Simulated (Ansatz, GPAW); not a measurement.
# A 2-layer slab of Au(110): work function by functional and basis, part 2 of 2

Aim: the work function of both faces of a 2-layer slab of Au(110), and its spread over functionals and bases.

GPAW 26.7.0 and Ansatz 0.2.0; Ansatz plane waves; slab in vacuum with a dipole correction, relaxation (the session's first sound run).

So far, upper work function (eV): step 2 (relaxing the atoms, PBE) 4.69; step 5 (self-consistent run: xc = "revPBE") 4.52; step 6 (self-consistent run: xc = "vdW-DF2", GPAW, PAW setups, GPAW) 5.13; step 7 (real-space grid: mode = "fd", PBE, GPAW) 4.69; step 8 (atomic orbitals: mode = "lcao", PBE, GPAW) 4.05.

### Step 10. A second plane-wave code

A second program with its own datasets checks the number independently.

This step: Ansatz plane waves; slab in vacuum with a dipole correction (Ansatz 0.2.0).

Contents of input.yaml:

```yaml
crystal:
  lattice:
    - [4.08, 0.0, 0.0]
    - [0.0, 2.8849956672, 0.0]
    - [0.0, 0.0, 15.4424978336]
  atoms:
    - { symbol: Au, position: [0.5, 0.5, 0.4532945431] }
    - { symbol: Au, position: [0.0, 0.0, 0.5142452895] }
kpoints:
  mp_grid: { grid: [8, 11, 1] }
hamiltonian:
  xc: pbe
scf:
  occupations: { method: fermi_dirac, width: 0.1 }
efield:
  axis: 3
  dipole_correction: true
  ramp_width: 0.05
output:
  forces: true
  write_potential: true
  write_density: true
  volumetric_format: npy
  elf: true
```

Started as:

```console
ansatz run input.yaml --threads 4 --pin off --max-ram 8192MiB --backend cpu --events-out ev --progress --plain --runs-dir out
```

Elapsed: 6.5 s, on 4 threads of Intel Xeon Platinum 8488C (Sapphire Rapids), shared host; peak memory 0.52 GiB; 20 s of CPU time.

This step gave:

| Item | Value |
| --- | --- |
| upper work function | 4.695 eV |
| lower work function | 4.695 eV |
| dipole along the normal | 4.37e-5 e·Å |
| dipole field | 4.36e-5 V/Å |
| vacuum level above | 4.692 eV |

Electrostatic potential energy of an electron (with the applied field's), less the Fermi level, planar mean against z:

z (Å), electrostatic potential energy of an electron (with the applied field's), less the Fermi level, planar mean (eV) and a bar from the least value:
```
      0.0        4.7 ##############################
      0.5        4.7 ##############################
      1.0        4.7 ##############################
      1.5        4.7 ##############################
      2.0        4.7 ##############################
      2.5        4.7 ##############################
      3.0        4.7 ##############################
      3.5        4.7 ##############################
      4.0        4.7 ##############################
      4.5        4.7 ##############################
      5.0        4.6 ##############################
      5.5        4.1 #############################
      6.0        2.2 ##########################
      6.5       -5.3 ###############
      7.0      -11.2 ######
      7.5      -14.8 
      8.0      -10.6 ######
      8.5       -4.3 ################
      9.0        2.6 ###########################
      9.5        4.2 #############################
     10.0        4.6 ##############################
     10.5        4.7 ##############################
     11.0        4.7 ##############################
     11.5        4.7 ##############################
     12.0        4.7 ##############################
     12.5        4.7 ##############################
     13.0        4.7 ##############################
     13.5        4.7 ##############################
     14.0        4.7 ##############################
     14.5        4.7 ##############################
     15.0        4.7 ##############################
```

Table of valence density, planar mean by z:

z (Å), valence density, planar mean (e/Å³) and a bar:
```
      3.5       0.00 
      4.0       0.00 
      4.5       0.00 
      5.0       0.01 
      5.5       0.03 #
      6.0       0.13 ###
      6.5       0.77 ##############
      7.0       1.60 ##############################
      7.5       1.60 ##############################
      8.0       1.56 #############################
      8.5       0.65 ############
      9.0       0.11 ##
      9.5       0.02 
     10.0       0.01 
     10.5       0.00 
     11.0       0.00 
     11.5       0.00
```

Electrostatic potential energy in the ca plane at fractional y = 0.000, with atoms of Au within 0.2 Å of it. With pseudopotentials it is smooth inside the atoms' cores, unlike the true potential.

Ten even steps from '0' (-32 eV) to '9' (5 eV), each cell a mean:
```
99999999999999999998300004899999999999999999
99999999999999999998620027999999999999999999
99999999999999999999875678999999999999999999
99999999999999999999988999999999999999999999
99999999999999999998899999999999999999999999
99999999999999999998899999999999999999999999
99999999999999999999899999999999999999999999
99999999999999999999887889999999999999999999
99999999999999999999742258999999999999999999
99999999999999999998400005899999999999999999
99999999999999999998200003899999999999999999
```
Columns run along c (15.4 Å; values clipped at the 3rd and 97th percentile), rows up along a (4.1 Å). Atoms in or near the plane, at fractional coordinates: Au at (0.51, 0.00).

Valence density in the ca plane at fractional y = 0.000, with atoms of Au within 0.2 Å of it. It is the smooth field of the valence electrons, not physical close to the nuclei.

Ten steps, logarithmic in the rise over the least value, from '0' (0 e/Å³) to '9' (13 e/Å³), each cell a mean:
```
00000000000000000012589975200000000000000000
00000000000000000012367753100000000000000000
00000000000000000011234431000000000000000000
00000000000000000011222210000000000000000000
00000000000000000112221100000000000000000000
00000000000000000112221100000000000000000000
00000000000000000112221110000000000000000000
00000000000000000011223221000000000000000000
00000000000000000011346542100000000000000000
00000000000000000012478874100000000000000000
00000000000000000013689985200000000000000000
```
Columns run along c (15.4 Å), rows up along a (4.1 Å). Atoms in or near the plane, at fractional coordinates: Au at (0.51, 0.00).

ELF in the ca plane at fractional y = 0.000, with atoms of Au within 0.2 Å of it. It is the smooth field of the valence electrons, not physical close to the nuclei.

Values, 6 rows by 16 columns, each cell a mean:
```
0.00 0.00 0.00 0.00 0.00 0.02 0.15 0.41 0.58 0.33 0.08 0.01 0.00 0.00 0.00 0.00
0.00 0.00 0.00 0.00 0.00 0.04 0.14 0.25 0.29 0.18 0.04 0.00 0.00 0.00 0.00 0.00
0.00 0.00 0.00 0.00 0.01 0.05 0.17 0.22 0.16 0.06 0.01 0.00 0.00 0.00 0.00 0.00
0.00 0.00 0.00 0.00 0.01 0.05 0.16 0.22 0.18 0.08 0.02 0.00 0.00 0.00 0.00 0.00
0.00 0.00 0.00 0.00 0.00 0.03 0.14 0.28 0.37 0.23 0.06 0.00 0.00 0.00 0.00 0.00
0.00 0.00 0.00 0.00 0.00 0.02 0.16 0.45 0.63 0.35 0.09 0.01 0.00 0.00 0.00 0.00
```
Columns run along c (15.4 Å), rows up along a (4.1 Å). Atoms in or near the plane, at fractional coordinates: Au at (0.51, 0.00).

The upper face's work function is 4.695 eV, against 4.691 eV in the first plane-wave PBE run at this geometry.

### Step 11. Side by side

Results and costs are gathered.

This step: comparison of work functions, dipole and cost (GPAW 26.7.0).

Ladder, by row:

```csv
step,code,"work function, upper (eV)","work function, lower (eV)",dipole (e Å),wall time (s),peak memory (GiB),threads
pw,GPAW,4.691,4.691,-8.55e-5,26.32,0.19,1
optPBE-vdW,GPAW,4.899,4.899,-8.88e-5,29.02,0.3,1
revPBE,GPAW,4.519,4.519,-8.57e-5,25.45,0.19,1
vdW-DF2,GPAW,5.13,5.13,-6.68e-5,50.45,0.3,1
fd,GPAW,4.689,4.689,-4.50e-7,202.1,0.54,1
lcao,GPAW,4.046,4.046,5.57e-7,37.36,0.24,1
ansatz,Ansatz,4.695,4.695,4.37e-5,6.5,0.517,4
```

### Step 12. A changed run

One more run, with changed settings.

This step: GPAW, PAW setups; slab in vacuum (GPAW 26.7.0).

Contents of run.py:

```python
import json
import numpy as np
from ase import Atoms
from gpaw import GPAW, PW

slab = Atoms(
    ['Au', 'Au'],
    positions=[
        [2.04000, 1.44250, 7.00000],
        [0.00000, 0.00000, 7.94123]],
    cell=[[4.08, 0.0, 0.0], [0.0, 2.885, 0.0], [0.0, 0.0, 15.4425]],
    pbc=[True, True, False])

slab.calc = GPAW(mode=PW(400), xc='PBE', kpts={'size': (1, 1, 1), 'gamma': True},
                 occupations={'name': 'fermi-dirac', 'width': 0.1}, nbands='140%',
                 convergence={'density': 1e-05}, maxiter=50,
                 poissonsolver={'dipolelayer': 'xy'},
                 symmetry={'tolerance': 1e-3}, txt='slab.txt')
result = {}
energy = slab.get_potential_energy()
fermi = slab.calc.get_fermi_level()
v = slab.calc.get_electrostatic_potential().mean((0, 1)) - fermi
n = slab.calc.get_pseudo_density().mean((0, 1))
L = slab.cell[2, 2]
z = np.arange(len(v)) * L / len(v)
low, high = slab.positions[:, 2].min(), slab.positions[:, 2].max()
below, above = np.interp([low - 4.8, high + 4.8], z, v)
slopes = [np.interp(x, z, np.gradient(v, z)) for x in (low - 4.8, high + 4.8)]
eps = np.array([[slab.calc.get_eigenvalues(k, s) for k in range(len(slab.calc.get_ibz_k_points()))]
                for s in range(slab.calc.get_number_of_spins())]) - fermi
top, bottom = eps[eps < 0].max(), eps[eps > 0].min()
dipole = slab.get_dipole_moment()[2]
print(f'energy {energy:.4f} eV, Fermi level {fermi:.4f} eV, dipole {dipole:.5f} e A')
print(f'potential 4.8 A off the faces, from the Fermi level: lower {below:.4f} eV, upper {above:.4f} eV')
print(f'slope of the potential there: lower {slopes[0]:.5f}, upper {slopes[1]:.5f} eV/A')
print(f'nearest levels on the mesh: {top:.4f} and {bottom:.4f} eV')
print('magnetic moment', round(slab.get_magnetic_moment(), 3))
result.update(energy=energy, fermi=fermi, dipole=dipole, below=below, above=above, slopes=slopes, edges=[top, bottom],
              z=z.tolist(), v=v.tolist(), n=n.tolist(), positions=slab.positions.tolist(),
              forces=slab.get_forces(apply_constraint=False).tolist(), moments=slab.get_magnetic_moments().tolist())
json.dump(result, open('result.json', 'w'))
```

Started as:

```console
OMP_NUM_THREADS=1 OPENBLAS_NUM_THREADS=1 python run.py
```

Wall time 5.3 s (1 thread); peak memory 0.15 GiB.

The run finished. A setting was moved off its sound value on purpose, so it serves as a test and not as the result.

The fault put into the input: one k-point (kpts = [1, 1]).

Side by side:

```csv
quantity,this run,sound run,difference
upper work function (eV),5.1555,4.6907,0.465
lower work function (eV),5.1555,4.6907,0.465
```

One result that differs is the lower work function, 5.16 eV against 4.69 eV.

### Step 13. Results

| Quantity | Value |
| --- | --- |
| work function, both faces | 4.69 eV |
| dipole along the normal | -8.5e-5 e Å, near the numerical noise |

**Reading.** With plane waves and PBE the work function is 4.69 eV on the upper face and 4.69 eV on the lower. Over the sound runs of the table the upper face's work function spans 4.046 (lcao) to 5.130 eV (vdW-DF2). Atomic orbitals miss the plane-wave value by -0.65 eV, since they describe the tail of the density in the vacuum poorly. The two plane-wave codes differ by 0.0039 eV on the upper face. The slab is only 0.94 Å thick between its outer nuclei, so the values belong to this film more than to the surface of the bulk metal. The in-plane lattice was kept as typed, which isn't the functional's own and leaves some strain; spin-orbit coupling and temperature are left out.

[Logs are printed without paths, hosts, clocks, repeated set-up lines and the standing remarks that a program may print on its own settings, such as how far it seeks lower states.]

[Hosts, paths, dates, database ids (printed as entryN), source tags and the programs' standing remarks are cut or masked in the printed files.]
